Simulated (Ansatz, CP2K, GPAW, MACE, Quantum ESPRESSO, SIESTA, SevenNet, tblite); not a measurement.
# Forces in (5,5) carbon nanotube bundle (80 atoms), program by program

Aim: forces, pressure of (5,5) carbon nanotube bundle (80 atoms) at one geometry, from other programs and methods, against plane-wave PBE.

Results are calculated, not measured.

**1. The structure**

The cell holds 80 atoms (80 C), with edges of 10.08, 10.08 and 9.84 Å. Recipe: graphene sheet (a = 2.46 Å) rolled into a (5,5) tube of diameter 6.78 Å, 4 periods, hexagonal bundle with 3.3 Å between walls; not relaxed, displaced by a Gaussian of 0.02 Å. Then every atom was moved at random, 0.05 Å r.m.s. a Cartesian component. The density is 1.84 g/cm³.

**2. The reference input**

Quantum ESPRESSO 7.5: Kohn-Sham DFT, PBE, SSSP efficiency 1.3.0 pseudopotentials, plane waves. Its input, pw.in:

```
&control
  calculation = 'scf'
  pseudo_dir = './pseudo'
  outdir = './tmp'
  disk_io = 'none'
  tprnfor = .true.
  tstress = .true.
/
&system
  ibrav = 0
  nat = 80
  ntyp = 1
  ecutwfc = 45
  ecutrho = 360
  nosym = .true.
  occupations = 'smearing'
  smearing = 'fd'
  degauss = 0.003675
/
&electrons
  conv_thr = 4.0e-07
  electron_maxstep = 100
  mixing_beta = 0.2
  mixing_mode = 'local-TF'
  diagonalization = 'david'
/
ATOMIC_SPECIES
C 12.011 C.upf
CELL_PARAMETERS angstrom
10.08135 0.00000 0.00000
-5.04067 8.73070 0.00000
0.00000 0.00000 9.84000
ATOMIC_POSITIONS crystal
C 0.36831 0.07859 0.12432
C 0.38901 0.15384 0.99695
C 0.37427 0.29408 0.00707
C 0.33234 0.32989 0.12140
[... 74 atom lines left out ...]
C 0.23301 0.83911 0.99462
C 0.29640 0.92402 0.86561
K_POINTS gamma
```

```console
$ OMP_NUM_THREADS=1 mpirun -np 2 pw.x -in pw.in > output.txt
```

Elapsed: 2.4 min, on 2 MPI ranks of Arm Neoverse V1, shared host; peak memory 1.8 GiB.

It converged with an r.m.s. force component of 3.6 eV/Å and a pressure of 10 GPa.

**3. What was run beside it**

- CP2K 2026.2: Gaussian basis with GTH pseudopotentials and a plane-wave density; labels give functional, basis (MOLOPT sets; SR short-range, UZH the newer set with its own potentials), grid cutoff/relative cutoff and solver (OT: orbital transformation; TRS4, TC2, SIGN: linear-scaling purification with its sparsity filter), or its built-in tight binding.
- GPAW 26.7.0: PAW with atomic orbitals (LCAO), plane waves or a real-space grid of spacing h.
- MACE: machine-learned potential, published weights.
- Quantum ESPRESSO 7.5: plane waves; labels (QE) give functional, pseudopotential set and cutoffs of waves/density.
- SIESTA 5.4.2: numerical atomic orbitals, whose automatically made sets are far from complete, with PseudoDojo norm-conserving potentials that we converted to its format (checked against plane waves on the same files for H, C, O, Si, Ge and Ca alone); labels give functional, basis size, energy shift and mesh cutoff.
- SevenNet: machine-learned potential, published weights.
- tblite 0.8.0: extended tight binding, driven from Python.

All use the same cell and atoms, and the electronic-structure runs the same k-mesh.

**4. All runs compared**

Differences are against the reference: forces as r.m.s. over components, share as that over the reference's r.m.s. force, slope as the fitted ratio of a run's forces to the reference's.

```tsv
run	Δ force, r.m.s. (meV/Å)	share (%)	slope	Δ pressure (GPa)	cores	CPU time	memory (GiB)
reference	-	-	-	-	2	4.9 min	1.8
CP2K PBE+D3, DZVP-UZH, 450/50 Ry, diagonalisation	75.6	2.11	1.018	0.308	4	7.6 min	2.8
CP2K PBE, DZVP-MOLOPT, 450/50 Ry, diagonalisation	38.1	1.06	1.009	0.239	4	83 min	3.1
CP2K PBE, DZVP-UZH, 450/30 Ry, diagonalisation (coarse)	54.9	1.53	1.014	0.613	4	6 min	2.7
CP2K PBE, DZVP-UZH, 450/50 Ry, diagonalisation	54.9	1.53	1.014	0.611	4	7.5 min	2.8
GPAW PBE, LCAO dzp, h 0.15 Å	275	7.68	1.065	-	2	2.8 min	1.6
GPAW PBE, LCAO dzp, h 0.2 Å	276	7.70	1.065	-	1	81 s	0.67
GPAW PBE, LCAO dzp, h 0.2 Å, other mixer settings	277	7.74	1.065	-	2	2.1 min	0.9
GPAW PBE, LCAO sz(dzp), h 0.2 Å (coarse)	1118	31.2	1.255	-	1	28 s	0.51
MACE MP-0b3 medium potential	576	16.1	0.888	-0.548	1	9.4 s	1.1
QE PBE, gbrv-1.5, 40/200 Ry	23.0	0.641	1.005	-0.412	2	2.6 min	0.87
QE PBE, sssp-1.3.0-efficiency, 30/240 Ry (coarse)	53.1	1.48	1.012	-6.85	2	3 min	1.1
SIESTA PBE, DZP, shift 0.01 Ry, mesh 300 Ry	472	13.2	1.113	7.45	2	2.8 min	1.0
SevenNet 0 potential	497	13.9	0.930	-1.95	1	9 s	1.0
SevenNet l3i5 potential	454	12.7	0.960	-0.368	1	12 s	1.6
tblite GFN1-xTB	208	5.82	0.977	-2.19	1	1.8 s	0.11
tblite GFN2-xTB	225	6.27	0.964	-4.99	1	6.7 s	0.11
```

Rows marked coarse use a setting chosen to be so.

Times of the machine-learned potentials are mostly Python's start and the loading of weights.

CPU time is summed over cores on shared hosts, so it is rough.

**5. Findings**

Forces lie from 0.64 % (QE PBE, gbrv-1.5, 40/200 Ry) to 31 % (GPAW PBE, LCAO sz(dzp), h 0.2 Å, coarse) of the reference's r.m.s. force of 3.6 eV/Å away from it. Other PBE runs on plane waves or a grid: QE PBE, gbrv-1.5, 40/200 Ry 0.64 % of the r.m.s. force; the reference has errors of its own, so differences under a few per cent don't tell which side is nearer the exact PBE result. The PBE runs in local orbitals, coarse settings apart, differ by 1.1 % (CP2K PBE, DZVP-MOLOPT, 450/50 Ry, diagonalisation) to 13 % (SIESTA PBE, DZP, shift 0.01 Ry, mesh 300 Ry); basis, grid and potentials can all enter. Tight binding differs by 5.8 % (tblite GFN1-xTB) to 6.3 % (tblite GFN2-xTB); it is another model, with fitted parameters of its own, and the xTB methods hold dispersion.

Machine-learned potentials differ by 13 % (SevenNet l3i5 potential) to 16 % (MACE MP-0b3 medium potential); they were trained on other programs' data. Rows with another functional or a dispersion term differ by 2.1 % (CP2K PBE+D3, DZVP-UZH, 450/50 Ry, diagonalisation), which mixes the change of model with differences of basis and potentials. Runs with settings chosen to be coarse differ by 1.5 % (QE PBE, sssp-1.3.0-efficiency, 30/240 Ry) to 31 % (GPAW PBE, LCAO sz(dzp), h 0.2 Å), their programs' other errors included. GPAW PBE, LCAO sz(dzp), h 0.2 Å stiffens the forces by a factor of 1.26 while following their directions (correlation 0.990); the slopes of the 4 GPAW runs lie between 1.06 and 1.26. From GPAW PBE, LCAO dzp, h 0.2 Å to the finer GPAW PBE, LCAO dzp, h 0.15 Å the share goes from 7.70 to 7.68 %, so the grid isn't what parts these runs from the reference. Pressures at PBE, coarse settings apart, lie -0.41 to +7.45 GPa from the reference's.

**Limits.** Periodic xTB results under one method name differ between programs and library versions. The reference's pressure holds the uncorrected Pulay stress of its 45 Ry basis, so small pressure differences, may be the reference's own error. Machine-learned potentials mimic data converged in k, so the reference's own k-point error enters their differences. The reference's stress is far from hydrostatic: its diagonal is 9.9, 14.4, 5.7 GPa, compression counted positive. The electronic-structure runs sample only Γ, in a cell whose shortest periodic width is 9 Å. The reference's pressure of 10 GPa reflects the volume that the recipe set, positions that aren't this level's minimum and the coarse k-sampling. The reference's PBE has no dispersion term. Where levels are smeared, the DFT runs use Fermi–Dirac occupations at 580 K (0.05 eV), and energies are free energies. The atoms were displaced at random, and shares hang on the size of the forces that this gives. The reference's cutoffs and mesh weren't converged further here.

[Long decimals in the printed logs are rounded to 6 places.]

[Logs are printed without paths, hosts, clocks, repeated set-up lines and the standing remarks that a program may print on its own settings, such as how far it seeks lower states.]

[Hosts, paths, dates, database ids (printed as entryN), source tags and the programs' standing remarks are cut or masked in the printed files.]

[Only finished runs are shown, without SIESTA runs on faulty potentials for Cu, Fe, Ni or Zn; cells were taken only where this reference lay near another plane-wave run.]
